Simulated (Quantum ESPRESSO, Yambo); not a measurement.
# SrCl2 (Fm-3m): G0W0 with Yambo, start to end, part 2 of 3

Wanted: ground state, empty states, screening and self-energy for SrCl2 (Fm-3m).

Quantum ESPRESSO 7.5 and Yambo 5.3.0; PBE and many-body steps on it, plane waves. Known limits of the many-body steps: not at the basis limit; no spin-orbit coupling.

So far. Step 2 (Ground state): The gap is indirect, with the least direct gap 0.17 eV higher. Step 3 (Bands along the symmetry lines): The gap is 5.343 eV, as in the run before at this level.

## Step 4: Empty states on the mesh, 4×4×4 mesh, 101 bands

Level of this step: DFT, PBE, plane waves, norm-conserving pseudopotentials (Quantum ESPRESSO).

The sums over transitions need many empty states on a uniform mesh; this step solves for them.

pw.in reads:

```
&control
  calculation = 'nscf'
  prefix = 'x'
  outdir = 'o'
  pseudo_dir = 'pseudo'
/
&system
  ibrav = 0
  nat = 3
  ntyp = 2
  ecutwfc = 56.0
  nbnd = 101
  force_symmorphic = .true.
/
&electrons
  conv_thr = 1e-9
  electron_maxstep = 80
  diago_full_acc = .true.
  diago_thr_init = 5e-6
/
ATOMIC_SPECIES
  Sr 87.62 Sr.upf
  Cl 35.45 Cl.upf
CELL_PARAMETERS angstrom
  -0.0000000000 3.4883500000 3.4883500000
  3.4883500000 -0.0000000000 3.4883500000
  3.4883500000 3.4883500000 -0.0000000000
ATOMIC_POSITIONS crystal
  Sr 0.0000000000 0.0000000000 0.0000000000
  Cl 0.2500000000 0.2500000000 0.2500000000
  Cl 0.7500000000 0.7500000000 0.7500000000
K_POINTS automatic
  4 4 4 0 0 0
```

Started as:

```
> OMP_NUM_THREADS=1 mpirun -n 4 pw.x -nk 4 -in pw.in > pw.out
```

The program printed:

```text
[banner, memory and clock lines left out]
Program PWSCF v.7.5 starts

     Atomic positions and unit cell read from directory:
     o/x.save/

     Message from routine setup:
     using ibrav=0 with symmetry is DISCOURAGED, use correct ibrav instead

     G-vector sticks info

     bravais-lattice index     =            0
     lattice parameter (alat)  =       9.3225  a.u.
     unit-cell volume          =     572.9105 (a.u.)^3
     number of atoms/cell      =            3
     number of atomic types    =            2
     number of electrons       =        24.00
     number of Kohn-Sham states=          101
     kinetic-energy cutoff     =      56.0000  Ry
     charge density cutoff     =     224.0000  Ry
     Exchange-correlation= PBE
                           (   1   4   3   4   0   0   0)

     celldm(1)=   9.322533  celldm(2)=   0.000000  celldm(3)=   0.000000
     celldm(4)=   0.000000  celldm(5)=   0.000000  celldm(6)=   0.000000

     crystal axes: (cart. coord. in units of alat)
               a(1) = (  -0.000000   0.707107   0.707107 )
               a(2) = (   0.707107  -0.000000   0.707107 )
               a(3) = (   0.707107   0.707107  -0.000000 )

     reciprocal axes: (cart. coord. in units 2 pi/alat)
               b(1) = ( -0.707107  0.707107  0.707107 )
               b(2) = (  0.707107 -0.707107  0.707107 )
               b(3) = (  0.707107  0.707107 -0.707107 )
     Pseudo is Norm-conserving + core correction, Zval = 10.0
     Generated using ONCVPSP code by D. R. Hamann
     Using radial grid of 1834 points,  6 beta functions with:
     Pseudo is Norm-conserving + core correction, Zval =  7.0
     Generated using ONCVPSP code by D. R. Hamann
     Using radial grid of 1028 points,  6 beta functions with:
     Sr               10.00    87.62000     Sr( 1.00)
     Cl                7.00    35.45000     Cl( 1.00)

     48 Sym. Ops., with inversion, found

   Cartesian axes

     site n.     atom                  positions (alat units)
         1        Sr     tau(   1) = (   0.0000000   0.0000000   0.0000000  )
         2        Cl     tau(   2) = (   0.3535534   0.3535534   0.3535534  )
         3        Cl     tau(   3) = (   1.0606602   1.0606602   1.0606602  )

     number of k points=     8
                       cart. coord. in units 2pi/alat
        k(    1) = (   0.0000000   0.0000000   0.0000000), wk =   0.0312500
        k(    2) = (   0.1767767   0.1767767  -0.1767767), wk =   0.2500000
        k(    3) = (  -0.3535534  -0.3535534   0.3535534), wk =   0.1250000
[...]
k(    7) = (  -0.7071068   0.0000000   0.0000000), wk =   0.0937500
        k(    8) = (  -0.7071068   0.3535534   0.0000000), wk =   0.1875000

     Dense  grid:    32455 G-vectors     FFT dimensions: (  45,  45,  45)

     The potential is recalculated from file :
     o/x.save/charge-density

     Starting wfcs are   13 randomized atomic wfcs +   88 random wfcs

     Band Structure Calculation

     End of band structure calculation

          k = 0.0000 0.0000 0.0000 (  4015 PWs)   bands (ev):

   -29.6922 -11.6801 -11.6801 -11.6801 -10.1550  -9.3075   1.0281   1.0281
     1.0281   2.8104   2.8104   2.8104   8.4874   9.2525   9.2525  12.1192
    12.1192  12.1192  12.4810  12.4810  12.4810  16.8144  16.8144  16.8336
[...]
56.2887  57.5005  57.5005  57.5005  59.9547

          k = 0.1768 0.1768-0.1768 (  4032 PWs)   bands (ev):

[...]
55.5206  56.4521  56.7570  56.7570  57.4462

          k =-0.3536-0.3536 0.3536 (  4044 PWs)   bands (ev):

[...]
48.4207  48.9866  48.9866  49.6953  49.6953  50.5776  50.7758  51.8281
    52.8246  53.0463  53.0463  53.1435  53.1435  54.4814  54.4814  55.0824
    55.0824  55.4816  56.2224  57.9238  58.3189

          k = 0.3536 0.0000 0.0000 (  4064 PWs)   bands (ev):

     [... further k-points ...]

     highest occupied, lowest unoccupied level (ev):     3.1445    8.4874

     XML data file, pseudopotentials, collected wavefunctions
```

Elapsed: 8.3 s, on 4 MPI ranks of Arm Neoverse V1, shared host; peak memory 0.35 GiB; 33 s of CPU time.

This step gave:

* gap: 5.343 eV
* k of the valence top: 0, -0.5, -0.5
* k of the conduction bottom: 0, 0, 0
* least direct gap: 5.512 eV
* k points computed: 8
* lowest point of the top converged band, above the valence top: 52.5111 eV

On this mesh the gap is 5.343 eV.

## Step 5: Conversion and set-up

This step: Yambo 5.3.0; conversion and set-up on PBE, plane waves, norm-conserving pseudopotentials.

The states are converted to the many-body program's format and the q mesh is built.

Started as:

```
> (cd o/x.save; p2y > p2y.log; mv SAVE ../..); yambo > setup.log
```

The program printed:

```text
 Yambo, version 5.3.0

 [02] CORE Variables Setup
 =========================

  [02.01] Unit cells
  ==================

  Cell kind             :  FCC
  Atoms in the cell     :  Sr  Cl
  number of Sr atoms    :  1
  number of Cl atoms    :  2

  List of atomic masses
  Mass of Sr    :  87.62000
  Mass of Cl    :  35.45000

  List of atomic coordinates    : [cc]
  Sr1       :  0.000000  0.000000  0.000000  order 1
  Cl1       :  3.296013  3.296013  3.296013  order 2
  Cl2       :  9.888039  9.888039  9.888039  order 3

  Alat factors          :  6.592026  6.592026  6.592026 [a.u.]
  Direct lattice volume :  572.9105 [a.u.]
  Direct lattice vectors:  A[ 1 ]  A[ 2 ]  A[ 3 ]
   A[ 1 ]: -0.000000  1.000000  1.000000  [iru]
  -0.000000  6.592026  6.592026  [cc]
   A[ 2 ]:  1.000000 -0.000000  1.000000  [iru]
   6.592026 -0.000000  6.592026  [cc]
   A[ 3 ]:  1.000000  1.000000 -0.000000  [iru]
   6.592026  6.592026 -0.000000  [cc]

  Recip. lattice volume :  0.432965 [a.u.]
  Recip. lattice vectors:  B[ 1 ]  B[ 2 ]  B[ 3 ]
   B[ 1 ]: -0.500000  0.500000  0.500000  [iku]
  -0.476575  0.476575  0.476575  [cc]
   B[ 2 ]:  0.500000 -0.500000  0.500000  [iku]
   0.476575 -0.476575  0.476575  [cc]
   B[ 3 ]:  0.500000  0.500000 -0.500000  [iku]
   0.476575  0.476575 -0.476575  [cc]

  [02.02] Symmetries
  ==================

  Inversion symmetry    : yes
  Spatial inversion     : yes
  Inversion index       :  25
  K-space Time-reversal : no
  Magnetic symmetries   : no
  Group table correct   : yes
  Symmetries units      :  [cc]

   [S  1]:   1.0000     -0.61463E-17 -0.61463E-17 -0.61463E-17   1.0000      0.61463E-17  0.61463E-17  0.61463E-17   1.0000
   [S  2]:  -1.0000      0.61463E-17 -0.61463E-17  0.61463E-17  -1.0000      0.61463E-17 -0.61463E-17 -0.61463E-17   1.0000
   [S  3]:  -1.0000     -0.61463E-17  0.61463E-17  0.61463E-17   1.0000     -0.61463E-17 -0.61463E-17  0.61463E-17  -1.0000
[...]
[... 36 further rows ...]
   [S 47]: -0.61463E-17   1.0000      0.61463E-17  0.61463E-17 -0.61463E-17  -1.0000       1.0000      0.61463E-17 -0.61463E-17
   [S 48]: -0.61463E-17  -1.0000     -0.61463E-17  0.61463E-17  0.61463E-17   1.0000       1.0000     -0.61463E-17  0.61463E-17

  [02.03] Reciprocal space
  ========================

  nG shells         :   331
  nG charge         :   32455
  nG WFs            :   4935
  nC WFs            :   4088
  G-vecs. in first 33 shells:  [ Number ]
     1    9   15   27   51   59   65   89  113
    137   169   181   229   259   283   307   331   339
    387   411   459   531   537   561   609   645   701
    725   749   821   869   893   941
  ...
  Shell energy in first 33 shells:  [ mHa ]
    0.00000      340.685      454.247      908.494      1249.18      1362.74      1816.99      2157.67      2271.23
    2725.48      3066.17      3633.97      3974.66      4088.22      4542.47      4883.15      4996.72      5450.96
[...]
BZ  K-points                                      :   64

  K/Q-points units:
  rlu = crystal or reduced units; cc = cartesian coordinates; iku = interal k-units

  K [1]          [rlu]:  0.000000  0.000000  0.000000
         WF components:   4015
  K [2]          [rlu]:  0.30840E-17  0.30840E-17  0.25000
         WF components:   4032
  K [3]          [rlu]: -0.61680E-17 -0.61680E-17 -0.50000
         WF components:   4044
  K [4]          [rlu]: -0.54799E-17  0.25000      0.25000
         WF components:   4064
  K [5]          [rlu]: -0.19719E-16  0.25000     -0.50000
         WF components:   4058
  [... 2 further k-points ...]
  K [8]          [rlu]:  0.250000 -0.500000 -0.250000
         WF components:   4056

  [02.05] Energies & Occupations
  ==============================

  [X] === General ===
  [X] Electronic Temperature                        :  0.000000  0.000000 [eV K]
  [X] Bosonic    Temperature                        :  0.000000  0.000000 [eV K]
  [X] Finite Temperature mode                       : no
  [X] El. density                                   :  0.28270E+24 [cm-3]
  [X] Fermi Level                                   :  3.144460 [eV]

  [X] === Gaps and Widths ===
  [X] Conduction Band Min                           :  5.342898 [eV]
  [X] Valence Band Max                              :  0.000000 [eV]
  [X] Filled Bands                                  :  12
  [X] Empty Bands                                   :   13  101
  [X] Direct Gap                                    :  5.511898 [eV]
  [X] Direct Gap localized at k                     :   7
  [X] Indirect Gap                                  :  5.342898 [eV]
  [X] Indirect Gap between kpts                     :   7   1
  [X] Last valence band width                       :  1.042953 [eV]
  [X] 1st conduction band width                     :  1.387901 [eV]

  E @ K [1]:  [eV]
  -32.83663 -14.82456 -14.82456 -14.82456 -13.29941 -12.45199  -2.11633  -2.11633
  -2.116330 -0.334091 -0.334091 -0.334091  5.342898  6.108084  6.108084  8.974729
    8.97473   8.97473   9.33654   9.33654   9.33654  13.66996  13.66996  13.68913
  occ @ K [1]
[...]
E @ K [2]:  [eV]
[...]
occ @ K [2]
[...]
E @ K [3]:  [eV]
[...]
occ @ K [3]
[...]
E @ K [4]:  [eV]
[...]
occ @ K [4]
[...]
E @ K [5]:  [eV]
[...]
occ @ K [5]
[...]
[... 2 further k-points ...]
  E @ K [8]:  [eV]
[...]
occ @ K [8]
[...]
2.000000  2.000000  2.000000  2.000000  0.000000  0.000000  0.000000  0.000000
   0.000000  0.000000  0.000000  0.000000  0.000000  0.000000  0.000000  0.000000

 [03] Transferred momenta grid and indexing
 ==========================================

 IBZ Q-points                                      :   8
 BZ  Q-points                                      :   64

 K/Q-points units:
 rlu = crystal or reduced units; cc = cartesian coordinates; iku = interal k-units

 Q [1]          [rlu]:  0.000000  0.000000  0.000000
 Q [2]          [rlu]: -0.24672E-16 -0.24672E-16  0.25000
 Q [3]          [rlu]:  0.49343E-16  0.49343E-16 -0.50000
[...]
Q [7]          [rlu]:  0.10960E-16 -0.50000     -0.50000
 Q [8]          [rlu]:  0.250000 -0.500000 -0.250000

  [03.01] X indexes
  =================

   [03.01.01] Sigma indexes
   ========================

 [06] Game Over & Game summary
```

It took 2.6 s on 1 MPI rank; peak memory 0.25 GiB.

[end of part 2 of 3]

[Paths, hosts, dates, memory and timing lines, banners, echoed tables and standing remarks are left out of the program output.]

[Logs are printed without paths, hosts, clocks, repeated set-up lines and the standing remarks that a program may print on its own settings, such as how far it seeks lower states.]

[Runs of the session that timed out or met a known fault of the program may be left out.]

[Hosts, paths, dates, database ids (printed as entryN), source tags and the programs' standing remarks are cut or masked in the printed files.]
